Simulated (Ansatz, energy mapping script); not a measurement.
# TiI2 in the CdI2 structure: energy mapping under PBEsol+U (1.8 eV), part 2 of 2

How strongly do the moments of TiI2 in the CdI2 structure couple under PBEsol+U (1.8 eV)? The plan is to run several orders and fit a Heisenberg model.

PBEsol with U = 1.8 eV on Ti d, ortho-atomic projectors; plane waves, U on orthogonalised atomic orbitals unless named otherwise, collinear spin, no spin–orbit coupling.

So far. Step 4 (Run 2 (compensated +−; cell A, 6 atoms)): The run ends antiferromagnetic, 20.69 meV a magnetic atom below the parallel order of its cell. Step 5 (Order 3: parallel, cell B of 6 atoms): The run ends ferromagnetic. For each magnetic atom its energy differs from the parallel run of the first cell by -0.02 meV, an error that one common reference would have brought in.

### Step 6. Run 4 (compensated +−; cell B, 6 atoms)

This order reverses 4 of the 6 neighbours at 4.12 Å, 2 of the 2 neighbours at 6.42 Å and 4 of the 6 neighbours at 7.13 Å, counted for an average magnetic atom.

File input.yaml:

```yaml
crystal:
  lattice:
    - [-4.118727608, 0.0, 0.0]
    - [0.0, 7.13384548, 0.0]
    - [2.059363804, -3.56692274, -6.425441248]
  atoms:
    - { symbol: Ti, position: [0.0, 0.0, 0.0], spin: 1.0 }
    - { symbol: Ti, position: [0.5, 0.5, 0.0], spin: -1.0 }
    - { symbol: I, position: [0.872254444, 0.205587777, 0.744508887] }
    - { symbol: I, position: [0.372254444, 0.705587777, 0.744508887] }
    - { symbol: I, position: [0.127745556, 0.794412223, 0.255491113] }
    - { symbol: I, position: [0.627745556, 0.294412223, 0.255491113] }
magnetization:
  spin_polarized: true
kpoints:
  mp_grid: { grid: [7, 5, 7] }
hamiltonian:
  xc: pbesol
  hubbard:
    sites:
      - { species: Ti, l: d, u_eff: 1.8 }
      - { site: 0, l: d, u_eff: 1.8, starting_ns: [{ spin: up, occupation_matrix: ti1_major }, { spin: down, occupation_matrix: ti1_minor }] }
      - { site: 1, l: d, u_eff: 1.8, starting_ns: [{ spin: up, occupation_matrix: ti1_minor }, { spin: down, occupation_matrix: ti1_major }] }
    projectors: ortho-atomic
    occupation_matrices:
      ti1_major:
        matrix:
          - [0.08, 0.0, 0.0, 0.0, 0.0]
          - [0.0, 0.544, 0.0, 0.0, -0.384]
          - [0.0, 0.0, 0.544, -0.384, 0.0]
          - [0.0, 0.0, -0.384, 0.615, 0.0]
          - [0.0, -0.384, 0.0, 0.0, 0.615]
      ti1_minor:
        matrix:
          - [0.042, 0.0, 0.0, 0.0, 0.0]
          - [0.0, 0.11, 0.0, 0.0, 0.054]
          - [0.0, 0.0, 0.11, 0.054, 0.0]
          - [0.0, 0.0, 0.054, 0.074, 0.0]
          - [0.0, 0.054, 0.0, 0.0, 0.074]
scf:
  occupations: { method: fermi_dirac, width: 0.05 }
output:
  eigenvalues: true
```

Launch:

```console
$ ansatz run input.yaml --threads 4 --pin off --max-ram 8192MiB --backend cpu --events-out ev --progress --plain --runs-dir out
```

Numbers of over 12 decimals in the logs are rounded to 6 here.

Log:

```text
[...]
Crystal: 6 atoms, lattice volume = 188.795 Å³
Basis set: ecut = 420 eV, 3641 PW (Γ)
Bands: 57, of which v1, the nominal top of the filled ones, is band 46 counted from 1 (45 counted from 0)
Symmetry: 4 space group operations
[...]
k-points: 72 of 245
[...]
Starting moments: Σ|m| = 2 μB on 2 of 6 sites
[...]
k-point 0 ↑: bands = [... 42 lower, 6.8055, 7.1356, 7.6942, 8.0016, 9.6180, 10.2830, 10.5681, 10.8181, ... 7 higher]
  k-point 1 ↑: bands = [... 42 lower, 6.7641, 6.8068, 7.6983, 8.0052, 9.6241, 10.2703, 10.6129, 10.8289, ... 7 higher]
  k-point 2 ↑: bands = [... 42 lower, 6.6559, 6.6700, 7.7057, 8.0128, 9.6210, 10.2435, 10.7163, 10.8222, ... 7 higher]
  k-point 71 ↓: bands = [... 42 lower, 5.8509, 6.0683, 7.8854, 8.1275, 9.7842, 10.6034, 10.7594, 10.8740, ... 7 higher]
Occupation matrices written to <dir>
[key lines of the parts left out:]
SCF converged after 17 iterations
Magnetization: 0.0000 μB (46.0000 up, 46.0000 down)
Free energy (F): -34678.895085 eV
Fermi energy:    8.972127 eV
```

It took 22 s on 4 threads of Arm Neoverse V2, shared host; peak memory 1.4 GiB; 88 s of CPU time.

The run ends antiferromagnetic, 20.74 meV a magnetic atom below the parallel order of its cell.

### Step 7. Order 5: parallel, cell C of 6 atoms

A new cell needs its own zero of energy.

This run holds the same structure in another cell (b 7.134 → 4.119 Å, c 7.632 → 12.851 Å, α 117.9 → 90.0°, β 105.7 → 90.0°, γ 90.0 → 120.0°).

File input.yaml:

```yaml
crystal:
  lattice:
    - [4.118727608, 0.0, 0.0]
    - [-2.059363804, 3.56692274, 0.0]
    - [0.0, 0.0, 12.850882496]
  atoms:
    - { symbol: Ti, position: [0.0, 0.0, 0.0], spin: 1.0 }
    - { symbol: Ti, position: [0.0, 0.0, 0.5], spin: 1.0 }
    - { symbol: I, position: [0.333333333, 0.666666667, 0.127745556] }
    - { symbol: I, position: [0.333333333, 0.666666667, 0.627745556] }
    - { symbol: I, position: [0.666666667, 0.333333333, 0.372254444] }
    - { symbol: I, position: [0.666666667, 0.333333333, 0.872254443] }
magnetization:
  spin_polarized: true
kpoints:
  mp_grid: { grid: [8, 8, 3] }
hamiltonian:
  xc: pbesol
  hubbard:
    sites:
      - { species: Ti, l: d, u_eff: 1.8 }
      - { site: 0, l: d, u_eff: 1.8, starting_ns: [{ spin: up, occupation_matrix: ti1_major }, { spin: down, occupation_matrix: ti1_minor }] }
      - { site: 1, l: d, u_eff: 1.8, starting_ns: [{ spin: up, occupation_matrix: ti1_major }, { spin: down, occupation_matrix: ti1_minor }] }
    projectors: ortho-atomic
    occupation_matrices:
      ti1_major:
        matrix:
          - [0.08, 0.0, 0.0, 0.0, 0.0]
          - [0.0, 0.544, 0.0, 0.0, -0.384]
          - [0.0, 0.0, 0.544, -0.384, 0.0]
          - [0.0, 0.0, -0.384, 0.615, 0.0]
          - [0.0, -0.384, 0.0, 0.0, 0.615]
      ti1_minor:
        matrix:
          - [0.042, 0.0, 0.0, 0.0, 0.0]
          - [0.0, 0.11, 0.0, 0.0, 0.054]
          - [0.0, 0.0, 0.11, 0.054, 0.0]
          - [0.0, 0.0, 0.054, 0.074, 0.0]
          - [0.0, 0.054, 0.0, 0.0, 0.074]
scf:
  occupations: { method: fermi_dirac, width: 0.05 }
output:
  eigenvalues: true
```

Log:

```text
[...]
Crystal: 6 atoms, lattice volume = 188.795 Å³
Basis set: ecut = 420 eV, 3643 PW (Γ)
Bands: 57, of which v1, the nominal top of the filled ones, is band 46 counted from 1 (45 counted from 0)
Symmetry: 24 space group operations
[...]
k-points: 25 of 192
[...]
Starting moments: Σ|m| = 2 μB on 2 of 6 sites
[...]
k-point 0 ↑: bands = [... 42 lower, 6.7833, 7.1382, 7.6348, 7.6348, 7.6542, 7.6542, 9.5793, 9.6112, ... 7 higher]
  k-point 1 ↑: bands = [... 42 lower, 6.7295, 6.7295, 7.6397, 7.6397, 7.6494, 7.6494, 9.5980, 9.6100, ... 7 higher]
  k-point 2 ↑: bands = [... 42 lower, 6.4800, 6.9538, 7.7354, 7.7578, 7.8779, 7.8920, 9.6731, 9.8240, ... 7 higher]
  k-point 24 ↓: bands = [... 42 lower, 5.7482, 5.9254, 10.6217, 10.6636, 11.3467, 11.4168, 11.5705, 11.6781, ... 7 higher]
Occupation matrices written to <dir>
[key lines of the parts left out:]
SCF converged after 13 iterations
Magnetization: 4.0000 μB (48.0000 up, 44.0000 down)
Free energy (F): -34678.853603 eV
Fermi energy:    9.076933 eV
```

It took 8.7 s on 4 threads; peak memory 0.91 GiB; 34 s of CPU time.

The run ends ferromagnetic. For each magnetic atom its energy differs from the parallel run of the first cell by -0.02 meV, an error that one common reference would have brought in.

### Step 8. Order 6: compensated +−, cell C of 6 atoms

This order reverses 0 of the 6 neighbours at 4.12 Å, 2 of the 2 neighbours at 6.42 Å and 0 of the 6 neighbours at 7.13 Å, counted for an average magnetic atom.

input.yaml, as its differences from that of step 7:

```diff
@@ -7,3 +7,3 @@
     - { symbol: Ti, position: [0.0, 0.0, 0.0], spin: 1.0 }
-    - { symbol: Ti, position: [0.0, 0.0, 0.5], spin: 1.0 }
+    - { symbol: Ti, position: [0.0, 0.0, 0.5], spin: -1.0 }
     - { symbol: I, position: [0.333333333, 0.666666667, 0.127745556] }
@@ -22,3 +22,3 @@
       - { site: 0, l: d, u_eff: 1.8, starting_ns: [{ spin: up, occupation_matrix: ti1_major }, { spin: down, occupation_matrix: ti1_minor }] }
-      - { site: 1, l: d, u_eff: 1.8, starting_ns: [{ spin: up, occupation_matrix: ti1_major }, { spin: down, occupation_matrix: ti1_minor }] }
+      - { site: 1, l: d, u_eff: 1.8, starting_ns: [{ spin: up, occupation_matrix: ti1_minor }, { spin: down, occupation_matrix: ti1_major }] }
     projectors: ortho-atomic
```

Log:

```text
[...]
Crystal: 6 atoms, lattice volume = 188.795 Å³
Basis set: ecut = 420 eV, 3643 PW (Γ)
Bands: 57, of which v1, the nominal top of the filled ones, is band 46 counted from 1 (45 counted from 0)
Symmetry: 12 space group operations
[...]
k-points: 25 of 192
[...]
Starting moments: Σ|m| = 2 μB on 2 of 6 sites
[...]
k-point 0 ↑: bands = [... 42 lower, 6.7980, 7.1368, 7.6442, 7.6442, 9.5973, 10.4699, 10.8586, 10.8586, ... 7 higher]
  k-point 1 ↑: bands = [... 42 lower, 6.7449, 6.7449, 7.6442, 7.6442, 9.6049, 10.4740, 10.8899, 10.8899, ... 7 higher]
  k-point 2 ↑: bands = [... 42 lower, 6.5873, 6.9686, 7.7468, 7.8849, 9.7472, 10.5599, 10.6434, 10.8358, ... 7 higher]
  k-point 24 ↓: bands = [... 42 lower, 5.6708, 5.8490, 8.2652, 8.3988, 9.7418, 10.5530, 10.7314, 10.8792, ... 7 higher]
Occupation matrices written to <dir>
[key lines of the parts left out:]
SCF converged after 13 iterations
Magnetization: 0.0000 μB (46.0000 up, 46.0000 down)
Free energy (F): -34678.852875 eV
Fermi energy:    9.078989 eV
```

Elapsed: 9.5 s, on 4 threads; peak memory 0.92 GiB.

The run ends antiferromagnetic, 0.36 meV a magnetic atom above the parallel order of its cell.

### Step 9. Order 7: parallel, cell D of 9 atoms

The parallel order again, as the reference for this cell.

File input.yaml:

```yaml
crystal:
  lattice:
    - [0.0, 0.0, -6.425441248]
    - [0.0, 7.13384548, 0.0]
    - [6.178091412, -3.56692274, 0.0]
  atoms:
    - { symbol: Ti, position: [0.0, 0.0, 0.0], spin: 1.0 }
    - { symbol: Ti, position: [0.0, 0.333333333, 0.666666667], spin: 1.0 }
    - { symbol: Ti, position: [0.0, 0.666666667, 0.333333333], spin: 1.0 }
    - { symbol: I, position: [0.744508887, 0.333333333, 0.0] }
    - { symbol: I, position: [0.744508887, 0.666666667, 0.666666666] }
    - { symbol: I, position: [0.744508887, 0.0, 0.333333333] }
    - { symbol: I, position: [0.255491113, 0.333333333, 0.333333334] }
    - { symbol: I, position: [0.255491113, 0.666666667, 0.0] }
    - { symbol: I, position: [0.255491113, 0.0, 0.666666667] }
magnetization:
  spin_polarized: true
kpoints:
  mp_grid: { grid: [5, 5, 5] }
hamiltonian:
  xc: pbesol
  hubbard:
    sites:
      - { species: Ti, l: d, u_eff: 1.8 }
      - { site: 0, l: d, u_eff: 1.8, starting_ns: [{ spin: up, occupation_matrix: ti1_major }, { spin: down, occupation_matrix: ti1_minor }] }
      - { site: 1, l: d, u_eff: 1.8, starting_ns: [{ spin: up, occupation_matrix: ti1_major }, { spin: down, occupation_matrix: ti1_minor }] }
      - { site: 2, l: d, u_eff: 1.8, starting_ns: [{ spin: up, occupation_matrix: ti1_major }, { spin: down, occupation_matrix: ti1_minor }] }
    projectors: ortho-atomic
    occupation_matrices:
      ti1_major:
        matrix:
          - [0.08, 0.0, 0.0, 0.0, 0.0]
          - [0.0, 0.544, 0.0, 0.0, -0.384]
          - [0.0, 0.0, 0.544, -0.384, 0.0]
          - [0.0, 0.0, -0.384, 0.615, 0.0]
          - [0.0, -0.384, 0.0, 0.0, 0.615]
      ti1_minor:
        matrix:
          - [0.042, 0.0, 0.0, 0.0, 0.0]
          - [0.0, 0.11, 0.0, 0.0, 0.054]
          - [0.0, 0.0, 0.11, 0.054, 0.0]
          - [0.0, 0.0, 0.054, 0.074, 0.0]
          - [0.0, 0.054, 0.0, 0.0, 0.074]
scf:
  occupations: { method: fermi_dirac, width: 0.05 }
output:
  eigenvalues: true
```

Log:

```text
[...]
Crystal: 9 atoms, lattice volume = 283.192 Å³
Basis set: ecut = 420 eV, 5523 PW (Γ)
Bands: 85, of which v1, the nominal top of the filled ones, is band 69 counted from 1 (68 counted from 0)
Symmetry: 36 space group operations
[...]
k-points: 19 of 125
[...]
Starting moments: Σ|m| = 3 μB on 3 of 9 sites
[...]
k-point 0 ↑: bands = [... 65 lower, 7.1381, 7.6542, 7.6542, 8.4370, 8.4370, 8.4370, 8.4370, 9.5794, ... 12 higher]
  k-point 1 ↑: bands = [... 65 lower, 6.9823, 7.7927, 7.8340, 8.2229, 8.3316, 8.3902, 8.4634, 9.6635, ... 12 higher]
  k-point 2 ↑: bands = [... 65 lower, 6.5386, 7.7502, 7.9208, 8.0967, 8.0997, 8.2871, 8.4778, 9.7730, ... 12 higher]
  k-point 18 ↓: bands = [... 65 lower, 6.0082, 10.1591, 10.3977, 10.3977, 11.1776, 11.1776, 11.3867, 11.5010, ... 12 higher]
Occupation matrices written to <dir>
[key lines of the parts left out:]
SCF converged after 13 iterations
Magnetization: 6.0000 μB (72.0000 up, 66.0000 down)
Free energy (F): -52018.280491 eV
Fermi energy:    9.077713 eV
```

Elapsed: 22 s, on 4 threads; peak memory 1.4 GiB; 85 s of CPU time.

The run ends ferromagnetic. For each magnetic atom its energy differs from the parallel run of the first cell by -0.05 meV, an error that one common reference would have brought in.

### Step 10. Run 8 (uncompensated ++−; cell D, 9 atoms)

This order reverses 4 of the 6 neighbours at 4.12 Å, 0 of the 2 neighbours at 6.42 Å and 0 of the 6 neighbours at 7.13 Å, counted for an average magnetic atom.

input.yaml, as its differences from that of step 9:

```diff
@@ -8,3 +8,3 @@
     - { symbol: Ti, position: [0.0, 0.333333333, 0.666666667], spin: 1.0 }
-    - { symbol: Ti, position: [0.0, 0.666666667, 0.333333333], spin: 1.0 }
+    - { symbol: Ti, position: [0.0, 0.666666667, 0.333333333], spin: -1.0 }
     - { symbol: I, position: [0.744508887, 0.333333333, 0.0] }
@@ -26,3 +26,3 @@
       - { site: 1, l: d, u_eff: 1.8, starting_ns: [{ spin: up, occupation_matrix: ti1_major }, { spin: down, occupation_matrix: ti1_minor }] }
-      - { site: 2, l: d, u_eff: 1.8, starting_ns: [{ spin: up, occupation_matrix: ti1_major }, { spin: down, occupation_matrix: ti1_minor }] }
+      - { site: 2, l: d, u_eff: 1.8, starting_ns: [{ spin: up, occupation_matrix: ti1_minor }, { spin: down, occupation_matrix: ti1_major }] }
     projectors: ortho-atomic
```

Log:

```text
[...]
Crystal: 9 atoms, lattice volume = 283.192 Å³
Basis set: ecut = 420 eV, 5523 PW (Γ)
Bands: 85, of which v1, the nominal top of the filled ones, is band 69 counted from 1 (68 counted from 0)
Symmetry: 12 space group operations
[...]
k-points: 19 of 125
[...]
Starting moments: Σ|m| = 3 μB on 3 of 9 sites
[...]
k-point 0 ↑: bands = [... 65 lower, 7.1368, 7.8846, 7.8846, 8.4320, 8.4320, 9.6623, 9.6863, 10.3983, ... 12 higher]
  k-point 1 ↑: bands = [... 65 lower, 6.9920, 7.9382, 7.9983, 8.2798, 8.4222, 9.7177, 9.7428, 10.4723, ... 12 higher]
  k-point 2 ↑: bands = [... 65 lower, 6.5769, 7.8328, 8.0138, 8.1661, 8.3849, 9.7099, 9.8283, 10.4708, ... 12 higher]
  k-point 18 ↓: bands = [... 65 lower, 5.9713, 7.8700, 8.0335, 9.7455, 10.5185, 10.5522, 10.7976, 10.8749, ... 12 higher]
Occupation matrices written to <dir>
[key lines of the parts left out:]
SCF converged after 14 iterations
Magnetization: 2.0000 μB (70.0000 up, 68.0000 down)
Free energy (F): -52018.325720 eV
Fermi energy:    9.026838 eV
```

The job ended after 21 s (4 threads; peak memory 1.4 GiB).

The run ends ferrimagnetic, 15.08 meV a magnetic atom below the parallel order of its cell.

### Step 11. From energies to couplings

Each energy difference is a sum of couplings weighted by the pairs that the order reverses. A few near shells are fitted to the differences by least squares. Energies are those extrapolated to zero occupation width, not the free energies F.

Energies from the parallel order of the same cell:

```
                      order  atoms  energy (meV a magnetic atom)  moments (μB)  moments kept as typed  opposed neighbours at 4.12, 6.42, 7.13 Å
         parallel in cell A      6                          0.00          1.66                    yes                                   0, 0, 0
   compensated +− in cell A      6                        -20.69          1.61                    yes                                   4, 0, 4
         parallel in cell B      6                          0.00          1.66                    yes                                   0, 0, 0
   compensated +− in cell B      6                        -20.74          1.61                    yes                                   4, 2, 4
         parallel in cell C      6                          0.00          1.66                    yes                                   0, 0, 0
   compensated +− in cell C      6                          0.36          1.66                    yes                                   0, 2, 0
         parallel in cell D      9                          0.00          1.66                    yes                                   0, 0, 0
uncompensated ++− in cell D      9                        -15.08  1.59 to 1.62                    yes                                   4, 0, 0
```

The Heisenberg fit (each pair counts twice, positive J is ferromagnetic):

| pair | distance (Å) | neighbours | J (meV) |
| --- | --- | --- | --- |
| Ti–Ti | 4.12 | 6 | -1.88 |
| Ti–Ti | 6.42 | 2 | 0.0564 |
| Ti–Ti | 7.13 | 6 | -0.719 |

These orders cannot tell some unfitted shells from fitted ones: the value at 4.12 Å holds J(4.12) + J(8.24) and the value at 7.13 Å holds J(7.13) − J(8.24); other unfitted shells add to the values wholly or in part.

Adding the shell at 7.63 Å gives -1.9, 0.013, -0.70 and 0.013 meV and a mean-field temperature of 40.6 K, an exact solve that tests nothing.

Limits of this fit: it ranks the two lowest orders otherwise than their energies do.

In mean field these couplings order at 41.2 K, at q = (0.00, 0.50, 0.00) in fractions of the conventional cell's reciprocal vectors, and give a Curie–Weiss temperature of -120 K.

### Step 12. Ordering temperature by Monte Carlo

Mean field ignores fluctuations and overstates the ordering temperature, so the model is also sampled. The heat capacity peaks where order sets in.

Classical unit spins with these couplings on 12×6×6 copies of a cell that holds the lowest order (864 spins), heat-bath sweeps, cooled from random directions, 1196 sweeps to settle and 3588 measured at each temperature, averaged over 4 runs.

```
T (K)  order along the lowest pattern  net moment  heat capacity (k_B a spin)
 4.94                            0.04        0.01                        1.07
 8.45                            0.05        0.01                        1.13
 13.7                            0.07        0.01                        1.56
 15.5                            0.08        0.01                        1.88
 17.2                            0.08        0.01                        1.86
 20.7                            0.07        0.01                        1.08
 26.0                            0.06        0.01                        0.64
 29.5                            0.06        0.01                        0.51
 33.0                            0.05        0.01                        0.43
 36.5                            0.05        0.01                        0.36
 41.8                            0.05        0.02                        0.30
 45.3                            0.05        0.02                        0.28
```

The smoothed heat capacity peaks at 16 K. The order column follows one pattern alone; equivalent domains or another pattern share the rest.

### Step 13. Results

```json
{"lowest order tried": "compensated +− in cell B", "largest fitted value (a combination of shells), Ti–Ti at 4.12 Å": "-1.88 meV", "ordering temperature, mean field": "41.2 K", "heat-capacity peak, Monte Carlo": "16 K"}
```

In words: Of the orders tried, TiI2 in the CdI2 structure prefers the order “compensated +− in cell B” under PBEsol+U (1.8 eV), with 4 of 6 neighbours at 4.12 Å, 2 of 2 neighbours at 6.42 Å and 4 of 6 neighbours at 7.13 Å opposed, and the heat capacity of the fitted model peaks near 16 K (Monte Carlo, classical spins). The next opposed order lies only 0.05 meV higher, so the two are not resolved. The largest fitted value is -1.9 meV, at 4.12 Å. It is a combination of shells that these orders cannot split, so neither its size nor its sign can be laid on that pair alone. The orders also reverse pairs at 7.63 and 8.24 Å, which are not fitted, so the fitted values hold their part too. With 4 differences for 3 couplings the fit misses by 0.14 meV at most, a small part of the spread. In the fitted orders moments change by up to 4.1 % against the parallel run of the same cell, so their size stays put. Monte Carlo puts the peak at 0.39 of the mean-field temperature, low enough to point to frustration or weakly coupled layers or chains. In tests on simple cubic and body-centred models such peaks lay 5 to 6 % under the bulk value. On cooling, the order along the one computed pattern stays at or under 0.08: the model settles in an equivalent domain, a degenerate mixture or another order. The Curie–Weiss temperature is 7.5 times the peak temperature in size, a mark of frustration. The parallel order holds 2 μB a magnetic atom, spin 1; the common factor (S+1)/S would raise the classical 16 K to 32 K, a correction that often overshoots. The cell was built from a prototype and relaxed; a distortion that needs a larger cell, or another structure that the compound may prefer, is not captured.

[Logs and program files are shortened in this print: banners, set-up blocks, solver, clock and traceback lines can be left out without a mark of their own.]

[Logs are printed without paths, hosts, clocks, repeated set-up lines and the standing remarks that a program may print on its own settings, such as how far it seeks lower states.]

[Hosts, paths, dates, database ids (printed as entryN), source tags and the programs' standing remarks are cut or masked in the printed files.]

[Where a cell is said to come from a database of computed structures, the database is the Materials Project.]
